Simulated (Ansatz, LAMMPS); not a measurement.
## Neighbourhoods of single atoms in liquid mixture of dimethyl sulfoxide and H2O at 300 K (89 atoms)

Density of this cell: 1.09 g/cm³. The cell holds 89 atoms: 16 C, 8 S, 11 O and 54 H. Cell: a = 10.111 Å, b = 10.111 Å, c = 10.111 Å, α = 90.0°, β = 90.0°, γ = 90.0°. 8 dimethyl sulfoxide, 3 H2O placed at random, at 1.09 g/cm³; overlaps pushed apart, then 10 ps at 450 K with MMFF94 bonds, angles, torsions, charges and radii (Halgren, J. Comput. Chem. 17, 490 (1996)) in harmonic and 12-6 forms; SPC/E water (Berendsen, Grigera and Straatsma, J. Phys. Chem. 91, 6269 (1987)). Snapshot after 20 ps at 300 K and fixed volume.

Method: Kohn-Sham DFT, PBE+D4, PAW (set soft_2), plane waves (Ansatz 0.2.0; cutoff 420 eV, Γ point, fixed occupations), at the geometry as built.

The whole cell was solved; only parts of it are printed.

A closer look about O4, which bears the longest force: 51 atoms, nearest first, numbered in the order of the input, with positions taken from that point.

```tsv
atom	x	y	z	distance (Å)	bonds	Löwdin charge (e)	Fx	Fy	Fz (eV/Å)
O4	0.00	0.00	0.00	0.00	1	-0.80	-1.38	1.03	2.86
S2	0.47	-0.25	-1.35	1.45	3	1.24	1.23	-1.27	-2.42
H57	2.31	0.14	0.55	2.38	1	0.21	-0.04	-0.19	0.23
H55	1.47	0.57	2.07	2.60	1	0.22	-0.89	0.22	0.44
C3	-0.95	-0.84	-2.29	2.61	4	-0.59	-0.96	-1.24	0.00
C1	1.29	-1.92	-1.23	2.62	4	-0.55	-0.01	-0.39	-0.54
H6	0.54	-2.55	-0.65	2.69	1	0.19	1.03	0.50	-0.73
H9	-1.64	-1.49	-1.68	2.78	1	0.19	0.80	0.31	-0.09
H60	1.30	2.51	0.11	2.83	1	0.21	1.00	0.57	1.00
H28	1.02	-2.04	1.81	2.91	1	0.21	0.39	0.07	-0.50
H15	-2.23	0.01	1.89	2.92	1	0.22	0.11	0.07	0.39
C51	2.42	0.48	1.59	2.93	4	-0.56	1.92	-0.61	-0.42
H16	-2.05	1.67	1.37	2.98	1	0.21	-0.15	0.33	-0.13
H30	-0.66	-1.77	2.32	2.99	1	0.23	-0.30	-0.06	-0.32
H8	-1.56	0.01	-2.58	3.02	1	0.21	0.07	0.50	-0.32
H7	2.33	-1.88	-0.78	3.09	1	0.19	-1.31	0.15	-0.36
H36	-1.32	2.78	-1.03	3.25	1	0.21	-0.12	0.31	0.13
C23	0.34	-2.06	2.64	3.37	4	-0.58	-0.15	0.28	1.29
C11	-2.33	1.05	2.23	3.39	4	-0.58	-0.69	-0.14	0.04
H5	1.39	-2.24	-2.31	3.51	1	0.19	-0.08	-0.12	1.09
H10	-0.70	-1.43	-3.18	3.56	1	0.22	0.11	0.43	0.19
C53	1.81	3.04	1.00	3.68	4	-0.58	0.15	-0.48	-1.63
H38	-3.16	1.19	-1.54	3.71	1	0.21	0.85	-1.18	-0.03
H59	1.09	3.06	1.79	3.71	1	0.22	-0.44	0.12	0.93
H29	0.62	-1.31	3.44	3.73	1	0.19	-0.05	-1.12	-0.59
H56	3.11	-0.18	2.18	3.80	1	0.20	-0.57	0.42	-0.59
H69	-3.74	-1.25	-0.21	3.95	1	0.21	0.25	0.81	0.33
S12	-1.22	1.45	3.59	4.06	3	1.15	-0.14	-0.62	-0.13
S52	3.30	2.05	1.52	4.17	3	1.15	-0.46	-0.10	0.69
C31	-2.10	3.56	-0.94	4.24	4	-0.60	0.68	-1.28	0.56
O44	3.31	-0.06	-2.81	4.34	1	-0.77	0.15	-0.13	-0.51
H37	-2.63	3.47	0.02	4.35	1	0.17	-0.12	0.03	-0.31
H17	-3.36	1.26	2.62	4.44	1	0.20	0.47	-0.16	-0.53
H58	2.13	4.06	0.69	4.63	1	0.22	-0.05	-0.33	0.21
C33	-3.93	1.91	-1.63	4.66	4	-0.58	-3.05	0.43	-0.66
S72	1.72	3.31	-2.85	4.69	3	1.21	0.81	-0.46	0.37
O14	-1.48	0.37	4.63	4.88	1	-0.78	0.11	0.60	0.00
O74	0.56	4.16	-2.48	4.88	1	-0.81	-1.51	0.54	0.16
H40	-4.36	2.16	-0.61	4.90	1	0.19	0.12	-0.29	-1.09
H35	-1.65	4.52	-1.03	4.91	1	0.25	0.71	1.18	-0.14
C63	-4.51	-2.01	-0.18	4.94	4	-0.61	1.37	0.95	0.02
H70	4.68	-1.64	0.25	4.97	1	0.20	-0.22	-0.02	0.48
S22	0.19	-3.83	3.18	4.98	3	1.19	-1.31	1.33	-0.72
S62	-3.76	-3.42	0.64	5.12	3	1.24	-0.54	0.82	-0.29
O64	-3.62	-3.07	2.09	5.19	1	-0.76	0.69	0.52	0.26
S32	-3.20	3.36	-2.32	5.19	3	1.25	0.42	1.03	0.34
H20	-2.18	3.58	3.07	5.20	1	0.21	-0.32	-0.24	0.74
O54	3.68	2.24	2.99	5.24	1	-0.75	-0.21	0.17	-0.68
H45	2.66	-0.56	4.52	5.27	1	0.19	-0.33	0.21	0.11
H68	-4.63	-2.23	-1.22	5.28	1	0.24	-0.33	-0.62	-1.23
H77	0.57	2.35	-4.71	5.30	1	0.20	-0.17	0.42	0.16
```

The column of bonds counts only the pairs H-C within 1.34 Å, H-O within 1.21 Å, C-S within 2.21 Å, O-S within 1.93 Å; other neighbours, such as metal atoms beside each other in a compound, aren't counted, and periodic images can show an atom twice.

Local excerpt of 46 atoms (numbers count through the whole input) about S12, one of the 8 S atoms; x, y, z are measured from there.

```tsv
atom	x	y	z	distance (Å)	bonds	Löwdin charge (e)	Fx	Fy	Fz (eV/Å)
S12	0.00	0.00	0.00	0.00	3	1.15	-0.14	-0.62	-0.13
O14	-0.26	-1.08	1.04	1.52	1	-0.78	0.11	0.60	0.00
C11	-1.12	-0.39	-1.36	1.81	4	-0.58	-0.69	-0.14	0.04
C13	-0.88	1.56	0.44	1.84	4	-0.55	-1.69	-1.85	-0.47
H18	-0.21	2.03	1.10	2.32	1	0.22	0.69	0.98	1.16
H17	-2.15	-0.19	-0.97	2.36	1	0.20	0.47	-0.16	-0.53
H16	-0.83	0.23	-2.22	2.38	1	0.21	-0.15	0.33	-0.13
H20	-0.96	2.14	-0.52	2.40	1	0.21	-0.32	-0.24	0.74
H19	-1.86	1.23	0.97	2.43	1	0.19	1.52	0.94	-1.13
H15	-1.01	-1.43	-1.70	2.44	1	0.22	0.11	0.07	0.39
H77	1.79	0.91	1.81	2.70	1	0.20	-0.17	0.42	0.16
H55	2.69	-0.87	-1.52	3.21	1	0.22	-0.89	0.22	0.44
H29	1.83	-2.75	-0.15	3.31	1	0.19	-0.05	-1.12	-0.59
H59	2.31	1.62	-1.80	3.35	1	0.22	-0.44	0.12	0.93
H30	0.56	-3.22	-1.27	3.50	1	0.23	-0.30	-0.06	-0.32
C71	2.79	1.33	1.95	3.65	4	-0.58	0.84	-1.57	-0.11
H75	3.44	0.36	1.81	3.90	1	0.20	-0.49	1.87	0.16
H76	3.03	2.18	1.29	3.95	1	0.20	-0.11	-0.41	-0.19
C23	1.56	-3.51	-0.95	3.95	4	-0.58	-0.15	0.28	1.29
H50	-2.92	-2.31	1.34	3.96	1	0.24	0.02	-0.69	-0.54
O4	1.22	-1.45	-3.59	4.06	1	-0.80	-1.38	1.03	2.86
H26	-0.07	-3.97	1.05	4.11	1	0.23	0.15	-0.48	-0.09
H8	-0.34	-1.44	3.94	4.21	1	0.21	0.07	0.50	-0.32
C51	3.63	-0.97	-2.00	4.26	4	-0.56	1.92	-0.61	-0.42
C53	3.03	1.60	-2.59	4.30	4	-0.58	0.15	-0.48	-1.63
H48	-2.91	-1.44	2.83	4.31	1	0.22	0.55	-0.04	0.55
H49	-3.92	-0.84	1.62	4.33	1	0.21	-0.41	0.44	-0.68
H37	-1.41	2.03	-3.57	4.34	1	0.17	-0.12	0.03	-0.31
H60	2.52	1.07	-3.48	4.42	1	0.21	1.00	0.57	1.00
H10	0.52	-2.88	3.34	4.44	1	0.22	0.11	0.43	0.19
C43	-3.54	-1.76	2.02	4.44	4	-0.61	-0.33	0.43	0.81
H45	3.88	-2.01	0.93	4.47	1	0.19	-0.33	0.21	0.11
H28	2.24	-3.49	-1.78	4.51	1	0.21	0.39	0.07	-0.50
H25	0.00	4.36	1.50	4.61	1	0.24	-0.20	0.10	-0.17
H36	-0.10	1.34	-4.62	4.81	1	0.21	-0.12	0.31	0.13
C3	0.27	-2.28	4.23	4.82	4	-0.59	-0.96	-1.24	0.00
H56	4.33	-1.63	-1.41	4.83	1	0.20	-0.57	0.42	-0.59
H57	3.53	-1.30	-3.04	4.83	1	0.21	-0.04	-0.19	0.23
O54	4.89	0.79	-0.60	4.99	1	-0.75	-0.21	0.17	-0.68
O81	-2.62	4.20	0.73	5.00	2	-0.74	0.57	0.45	0.20
S52	4.52	0.60	-2.07	5.01	3	1.15	-0.46	-0.10	0.69
S32	-1.98	1.92	4.21	5.03	3	1.25	0.42	1.03	0.34
C21	0.56	-4.88	1.13	5.04	4	-0.59	-0.44	-0.02	0.31
S22	1.40	4.84	-0.41	5.05	3	1.19	-1.31	1.33	-0.72
S72	2.94	1.86	3.67	5.06	3	1.21	0.81	-0.46	0.37
C31	-0.88	2.12	-4.53	5.08	4	-0.60	0.68	-1.28	0.56
```

The column of bonds counts only the pairs H-C within 1.34 Å, H-O within 1.21 Å, C-S within 2.21 Å, O-S within 1.93 Å; other neighbours, such as metal atoms beside each other in a compound, aren't counted, and periodic images can show an atom twice.

The surroundings of S2, picked at random, nearest first, numbered as they follow in the input and with coordinates relative to it.

```tsv
atom	x	y	z	distance (Å)	bonds	Löwdin charge (e)	Fx	Fy	Fz (eV/Å)
S2	0.00	0.00	0.00	0.00	3	1.24	1.23	-1.27	-2.42
O4	-0.47	0.25	1.35	1.45	1	-0.80	-1.38	1.03	2.86
C3	-1.42	-0.59	-0.94	1.80	4	-0.59	-0.96	-1.24	0.00
C1	0.82	-1.66	0.12	1.86	4	-0.55	-0.01	-0.39	-0.54
H5	0.92	-1.98	-0.96	2.39	1	0.19	-0.08	-0.12	1.09
H8	-2.03	0.26	-1.23	2.39	1	0.21	0.07	0.50	-0.32
H6	0.07	-2.30	0.70	2.41	1	0.19	1.03	0.50	-0.73
H9	-2.12	-1.24	-0.33	2.47	1	0.19	0.80	0.31	-0.09
H10	-1.17	-1.18	-1.83	2.47	1	0.22	0.11	0.43	0.19
H7	1.86	-1.62	0.57	2.53	1	0.19	-1.31	0.15	-0.36
H57	1.84	0.40	1.90	2.67	1	0.21	-0.04	-0.19	0.23
O44	2.84	0.19	-1.46	3.20	1	-0.77	0.15	-0.13	-0.51
H60	0.83	2.77	1.46	3.24	1	0.21	1.00	0.57	1.00
H36	-1.79	3.04	0.32	3.54	1	0.21	-0.12	0.31	0.13
C51	1.94	0.73	2.94	3.60	4	-0.56	1.92	-0.61	-0.42
H55	1.00	0.82	3.42	3.65	1	0.22	-0.89	0.22	0.44
H28	0.55	-1.79	3.16	3.67	1	0.21	0.39	0.07	-0.50
H38	-3.63	1.44	-0.19	3.91	1	0.21	0.85	-1.18	-0.03
S72	1.25	3.56	-1.50	4.06	3	1.21	0.81	-0.46	0.37
H30	-1.13	-1.52	3.67	4.13	1	0.23	-0.30	-0.06	-0.32
H16	-2.52	1.92	2.72	4.18	1	0.21	-0.15	0.33	-0.13
H46	1.60	-1.86	-3.43	4.22	1	0.19	0.14	0.40	-0.08
H15	-2.70	0.27	3.24	4.22	1	0.22	0.11	0.07	0.39
H77	0.10	2.61	-3.36	4.25	1	0.20	-0.17	0.42	0.16
C53	1.34	3.30	2.35	4.26	4	-0.58	0.15	-0.48	-1.63
S42	3.52	-0.89	-2.28	4.28	3	1.16	-0.09	-0.58	-0.47
H75	1.75	2.06	-3.36	4.31	1	0.20	-0.49	1.87	0.16
C23	-0.14	-1.81	3.99	4.38	4	-0.58	-0.15	0.28	1.29
H56	2.64	0.07	3.53	4.41	1	0.20	-0.57	0.42	-0.59
H69	-4.21	-1.00	1.14	4.47	1	0.21	0.25	0.81	0.33
H27	-0.34	-3.03	-3.32	4.51	1	0.20	0.47	0.26	0.41
C71	1.10	3.02	-3.22	4.56	4	-0.58	0.84	-1.57	-0.11
O74	0.09	4.41	-1.13	4.56	1	-0.81	-1.51	0.54	0.16
H59	0.62	3.32	3.14	4.61	1	0.22	-0.44	0.12	0.93
```

The column of bonds counts only the pairs H-C within 1.34 Å, H-O within 1.21 Å, C-S within 2.21 Å, O-S within 1.93 Å; other neighbours, such as metal atoms beside each other in a compound, aren't counted, and periodic images can show an atom twice.

Neighbours are counted within 1.34 Å (H-C), 1.21 Å (H-O), 2.21 Å (C-S), 1.93 Å (O-S).

Length of the force by element and coordination:

```tsv
element	coordination	atoms	mean length of the force (eV/Å)	spread	least	most
C	all	16	1.57	0.722	0.540	3.15
H	all	54	0.930	0.546	0.283	2.85
O	all	11	0.979	0.808	0.438	3.34
O	1	8	1.12	0.903	0.438	3.34
O	2	3	0.592	0.118	0.471	0.752
S	all	8	1.30	0.751	0.645	3.00
```

Löwdin charges by element and coordination (they lack the spilled electrons, 0.046 e an atom on average):

```tsv
element	coordination	atoms	mean charge (e)	spread	least	most
C	all	16	-0.581	0.0184	-0.611	-0.548
H	all	54	0.227	0.0547	0.175	0.380
O	all	11	-0.766	0.0258	-0.813	-0.714
O	1	8	-0.775	0.0206	-0.813	-0.747
O	2	3	-0.744	0.0253	-0.776	-0.714
S	all	8	1.20	0.039	1.15	1.25
```

The force components of 0.74 eV/Å r.m.s. hold both thermal displacement and the mismatch between the potential that made the cell and DFT, above all in bond lengths inside molecules. The network of contacts between molecules at the start is that of the classical potential that made the cell, and needn't be the one that DFT or experiment would give. The density was typed from a rule of thumb and may lie off the real one at this temperature. Only the Γ point is sampled, in a cell whose shortest periodic width is 10 Å. The Löwdin charges lack the electrons that the projection spills, 0.046 e an atom on average.

[Logs are printed without paths, hosts, clocks, repeated set-up lines and the standing remarks that a program may print on its own settings, such as how far it seeks lower states.]

[Hosts, paths, dates, database ids (printed as entryN), source tags and the programs' standing remarks are cut or masked in the printed files.]

[The MMFF94 radii named for the starting cell were scaled by 0.96; in molecules described by MMFF94, hydrogen bound to N, O or S took a small fixed 12-6 site in their place.]
